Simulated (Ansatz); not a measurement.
# Ti2ZnSi2, from a guessed structure to a relaxed one, part 2 of 2

This structure for Ti2ZnSi2 is made up. Its elements were placed in a known structure type with a cell scaled to their sizes. What cell does the guess relax to, and how far off was it?

Ansatz 0.2.0; DFT, PBE, plane-wave PAW, files of the set soft_1, scalar-relativistic, no spin, cell and ions relaxed at zero pressure; PAW set soft_1 (the session's first sound run).

So far: Starting point; Relaxation of the guess. The relaxed cell has a = 4.168, c = 10.385 Å (conventional setting).

## (3) Bands of the relaxed cell

With the geometry fixed, one more self-consistent run, with a narrower smearing and the mesh shown in its input, gives the bands, and its pressure, and its forces where symmetry allows any, show how far the geometry depends on these settings.

This step: DFT, PBE, plane-wave PAW, files of the set soft_1, scalar-relativistic, no spin, bands and density of states at the relaxed cell; PAW set soft_1 (Ansatz 0.2.0).

input.yaml reads:

```yaml
crystal:
  lattice:
    - [-2.0838631702, 2.0838631702, 5.1925324499]
    - [2.0838631702, -2.0838631702, 5.1925324499]
    - [2.0838631702, 2.0838631702, -5.1925324499]
  atoms:
    - { symbol: Zn, position: [0.5, 0.5, 0.0] }
    - { symbol: Ti, position: [0.25, 0.75, 0.5] }
    - { symbol: Ti, position: [0.75, 0.25, 0.5] }
    - { symbol: Si, position: [0.1097589963, 0.1097589963, 0.0] }
    - { symbol: Si, position: [0.8902410037, 0.8902410037, 0.0] }
kpoints:
  mp_grid: { grid: [10, 10, 10] }
  band_path:
    path:
      - [[0.0, 0.0, 0.0], [-0.5, 0.5, 0.0], [-0.5, 0.5, -0.08052857], [-0.29026428, 0.29026428, -0.29026428], [0.0, 0.0, 0.0], [0.5, 0.5, -0.5], [0.29026428, 0.70973572, -0.70973572], [0.0, 0.5, -0.5], [-0.25, 0.75, -0.25], [0.08052857, 0.91947143, -0.5], [0.5, 0.5, -0.5]]
      - [[-0.5, 0.5, 0.0], [-0.25, 0.75, -0.25]]
    npoints: 7
scf:
  occupations: { method: fermi_dirac, width: 0.03 }
  n_extra_bands: 9
hamiltonian:
  xc: pbe
  pseudopotentials: { kind: paw, azcp: { folder: soft_1 } }
output:
  forces: true
  stress: true
  write_bands: true
  dos: { projected: true }
  write_density: true
  write_potential: true
  elf: true
  volumetric_format: npy
```

Launch:

```sh
$ ansatz run input.yaml --threads 4 --pin off --max-ram 8192MiB --backend cpu --events-out ev --progress --plain --runs-dir out
```

Numbers of over 12 decimals in the logs are rounded to 6 here.

Output:

```text
[...]
Crystal: 5 atoms, lattice volume = 90.194 Å³
Basis set: ecut = 420 eV, 1717 PW (Γ), exchange–correlation on 80×80×80 points (8 copies of the dense FFT grid, shifted against one another)
Bands: 31, of which v1, the nominal top of the filled ones, is band 22 counted from 1 (21 counted from 0)
Symmetry: 16 space group operations
[...]
k-points: 102 of 1000
[...]
SCF iter   1: F=—  HF=-9592.609094 eV  |F-HF|=—  |Δ(HF+E_count)|=         —  Δρ=6.50e-2  dr2=1.13e1  ethr=3.10e-3  ⟨swp⟩=6.1  Hψ=14297  notcnv=0
[...]
SCF iter  10: F=-9590.055902 eV  HF=-9590.055902 eV  |F-HF|=1.65e-9  |Δ(HF+E_count)|=   1.80e-8  Δρ=3.17e-6  dr2=1.02e-8  ethr=2.27e-10  ⟨swp⟩=14.8  Hψ=20303  notcnv=0
SCF 1 converged in 10 iterations: F = -9590.055902 eV  dr2 = 1.02e-8
[...]
NSCF: frozen V_eff on 79 k-points
SCF converged after 10 iterations
Free energy (F): -9590.055902 eV
[...]
Internal energy: -9590.044783 eV  (E = F + TS)
E sigma→0 (E₀):  -9590.050343 eV
Entropy (-TS):   -0.011118 eV (-2.224 meV/atom)
Fermi energy:    9.401748 eV
[...]
--- Forces (eV/Å), atoms counted from 1 ---
  atom   1  Zn     0.00000000     0.00000000     0.00000000
  atom   2  Ti    -0.00000000     0.00000000     0.00000000
  atom   3  Ti     0.00000000    -0.00000000     0.00000000
  atom   4  Si    -0.00000000     0.00000000     0.00222046
  atom   5  Si    -0.00000000     0.00000000    -0.00222046
  max |Σ_I F_I| component: 2.08e-17 eV/Å
--- Stress (GPa, compression-positive) ---
        0.042862      -0.000000      -0.000000
       -0.000000       0.042862       0.000000
        0.000000      -0.000000      -0.081125
  P = ⅓ Tr σ = 0.0015 GPa (0.015 kbar)
--- Band table (eV; the first three rows and the last of 102) ---
  k-point 0: bands = [... 18 lower, 7.5752, 8.1658, 8.6962, 9.6144, 9.6144, 10.8004, 11.1473, 12.0000, ... 5 higher]
  k-point 1: bands = [... 18 lower, 7.6567, 8.7046, 8.9793, 9.2695, 9.5339, 10.8228, 11.1705, 11.6561, ... 5 higher]
  k-point 2: bands = [... 18 lower, 7.8680, 8.4952, 8.7421, 9.3932, 9.6470, 10.7232, 11.1717, 11.1796, ... 5 higher]
  k-point 101: bands = [... 18 lower, 8.1423, 8.1423, 8.6382, 8.6841, 8.7081, 10.2095, 11.2893, 11.2893, ... 5 higher]
```

Wall time 8.7 s (4 threads of Arm Neoverse V1, shared host); peak memory 0.57 GiB.

In the SCF lines HF is the Harris–Foulkes energy and dr2 the Hartree energy of the density residual, in eV; the loop may stop once dr2 is under the threshold and the program's other checks hold. Hψ counts applications of the Hamiltonian.

Numbers from this step:

```
free energy             : -9590.0559 eV
energy at zero smearing : -9590.0503 eV
smearing term TS        : 0.01112 eV
Fermi energy            : 9.402 eV
pressure                : 0.001533 GPa
```

From bands.tsv, the bands that come nearest the Fermi level along the path, at its corners, in eV from the Fermi level:

```
point  band 19  band 20  band 21  band 22  band 23  band 24  band 25  band 26
    Γ    -1.83    -1.24    -0.71     0.21     0.21     1.40     1.75     2.60
    X    -2.50    -1.99    -1.03    -0.42     0.02     0.58     1.24     2.01
    Y    -2.20    -2.01    -0.77    -0.29    -0.06     0.50     1.24     1.80
    S    -1.30    -0.93     0.08     0.18     0.38     0.76     1.07     1.35
    Γ    -1.83    -1.24    -0.71     0.21     0.21     1.40     1.75     2.60
    Z    -1.26    -1.26    -0.76    -0.72    -0.69     0.81     1.89     1.89
   S1    -1.30    -0.93     0.08     0.18     0.38     0.76     1.07     1.35
    N    -1.41    -0.76    -0.09     0.41     0.63     0.72     0.89     1.11
    P    -2.05    -1.35    -1.35    -0.98     0.38     0.38     1.59     1.59
   Y1    -2.20    -2.01    -0.77    -0.29    -0.06     0.50     1.24     1.80
    Z    -1.26    -1.26    -0.76    -0.72    -0.69     0.81     1.89     1.89
    X    -2.50    -1.99    -1.03    -0.42     0.02     0.58     1.24     2.01
    P    -2.05    -1.35    -1.35    -0.98     0.38     0.38     1.59     1.59
```

Counts of states for the cell as run, both spins, by energy window (eV from the Fermi level):

| from | to | total |
| --- | --- | --- |
| -8 | -7 | 0.35 |
| -7 | -6 | 10.50 |
| -6 | -5 | 1.28 |
| -5 | -4 | 1.54 |
| -4 | -3 | 1.63 |
| -3 | -2 | 2.71 |
| -2 | -1 | 2.80 |
| -1 | 0 | 5.19 |
| 0 | 1 | 3.31 |
| 1 | 2 | 5.70 |
| 2 | 3 | 4.25 |

A further 18.0 states lie below the table's range.

Electrostatic potential energy in the ab plane of the cell as run, not the conventional one, at fractional z = 0.000, with atoms of Zn and Si within 0.2 Å of it. With pseudopotentials it is smooth inside the atoms' cores, unlike the true potential.

Ten even steps from '_' (-41 eV) to '@' (13 eV), each cell a mean:
```
##%%**++**%%@@@@@@@@@@@@##--====--
==%%%%%%%%@@@@@@@@@@@@@@%%--++%%==
--##@@@@@@@@@@@@@@@@@@@@@@**--++==
==##@@@@@@@@@@@@@@@@@@@@@@%%**----
##%%@@@@@@@@@@@@@@@@@@@@@@@@@@%%##
@@@@@@@@@@%%**++**%%@@@@@@@@@@@@@@
@@@@@@@@@@##--__..==%%@@@@@@@@@@@@
@@@@@@@@@@%%--______==%%@@@@@@@@@@
@@@@@@@@@@@@++______..**@@@@@@@@@@
@@@@@@@@@@@@%%++______++@@@@@@@@@@
@@@@@@@@@@@@@@%%++----**@@@@@@@@@@
%%%%@@@@@@@@@@@@@@%%##%%@@@@@@@@%%
====**%%@@@@@@@@@@@@@@@@@@@@@@%%**
::----++%%@@@@@@@@@@@@@@@@@@@@%%++
--****--**@@@@@@@@@@@@@@@@@@@@%%**
====**--==%%@@@@@@@@@@@@%%####%%%%
##==--::==%%@@@@@@@@@@@@##==--==##
```
Columns run along a (6.0 Å; values clipped at the 3rd and 97th percentile), rows up along b (6.0 Å). Atoms in or near the plane, at fractional coordinates: Zn at (0.50, 0.50), Si at (0.11, 0.11), Si at (0.89, 0.89).

ELF in the ab plane of the cell as run, not the conventional one, at fractional z = 0.000, with atoms of Zn and Si within 0.2 Å of it. It is the smooth field of the valence electrons, not physical close to the nuclei.

Values, 9 rows by 16 columns, each cell a mean:
```
0.81 0.83 0.69 0.62 0.72 0.78 0.70 0.48 0.31 0.36 0.60 0.75 0.63 0.41 0.45 0.57
0.55 0.66 0.55 0.39 0.36 0.42 0.45 0.43 0.34 0.29 0.37 0.55 0.64 0.54 0.47 0.45
0.80 0.76 0.57 0.31 0.18 0.16 0.18 0.21 0.27 0.32 0.34 0.36 0.45 0.57 0.68 0.76
0.59 0.64 0.57 0.39 0.22 0.16 0.09 0.04 0.08 0.16 0.26 0.33 0.32 0.30 0.36 0.47
0.34 0.33 0.34 0.35 0.32 0.21 0.12 0.02 0.00 0.03 0.14 0.23 0.34 0.40 0.41 0.38
0.67 0.53 0.40 0.33 0.33 0.33 0.26 0.17 0.11 0.10 0.14 0.17 0.26 0.48 0.68 0.73
0.73 0.69 0.66 0.59 0.47 0.36 0.32 0.33 0.30 0.25 0.21 0.19 0.22 0.40 0.65 0.74
0.45 0.43 0.44 0.56 0.67 0.54 0.34 0.29 0.40 0.53 0.57 0.53 0.47 0.53 0.67 0.68
0.83 0.60 0.42 0.49 0.75 0.76 0.56 0.34 0.35 0.56 0.76 0.81 0.68 0.57 0.73 0.88
```
Columns run along a (6.0 Å), rows up along b (6.0 Å). Atoms in or near the plane, at fractional coordinates: Zn at (0.50, 0.50), Si at (0.11, 0.11), Si at (0.89, 0.89).

Valence density in the ab plane of the cell as run, not the conventional one, at fractional z = 0.000, with atoms of Zn and Si within 0.2 Å of it. It is the smooth field of the valence electrons, not physical close to the nuclei.

Ten steps, logarithmic in the rise over the least value, from '0' (0 e/Å³) to '9' (30 e/Å³), each cell a mean:
```
11111110000111001
11100000000011000
11000000000001100
11000000000001111
11000000000000011
10000012100000001
00000135531000000
00000137973000000
00000026995100000
00000002675200000
10000000233100001
11100000011000001
11110000000000001
10111000000000001
10011100000000011
10001100000011111
21111110000111111
```
Columns run along a (6.0 Å), rows up along b (6.0 Å). Atoms in or near the plane, at fractional coordinates: Zn at (0.50, 0.50), Si at (0.11, 0.11), Si at (0.89, 0.89).

## (4) Results

| Quantity | Value |
| --- | --- |
| space group, relaxed | I4/mmm |
| conventional cell | a = 4.168, b = 4.168, c = 10.385 Å; α = 90.0°, β = 90.0°, γ = 90.0° |
| volume per atom | 18.04 Å³ (guess 13.55) |

In words: Ti2ZnSi2 relaxes to I4/mmm with a = 4.168, b = 4.168 and c = 10.385 Å. The guessed volume was 25 % too small. The space group I4/mmm was held in the relaxation, so the end point is a stationary structure within it and may be a saddle against distortions or other arrangements. Bands cross the Fermi level, so it is a metal or semimetal at this level. On the 10×10×10 mesh with the narrower smearing (relaxed on 10×10×10) the largest force component is 0.002 eV/Å and the largest stress component is 0.081 GPa, against the relaxation's thresholds of 0.015 eV/Å and 0.05 GPa. The cutoff wasn't tested. A vector of the cell changed its length by 12 %, more than the volume shows. No dispersion term is used, so weakly bound directions may come out too long. The runs have no spin, and magnetism wasn't tested. Nothing here tests whether the compound is stable against decomposition.

[Logs are printed without paths, hosts, clocks, repeated set-up lines and the standing remarks that a program may print on its own settings, such as how far it seeks lower states.]

[Hosts, paths, dates, database ids (printed as entryN), source tags and the programs' standing remarks are cut or masked in the printed files.]
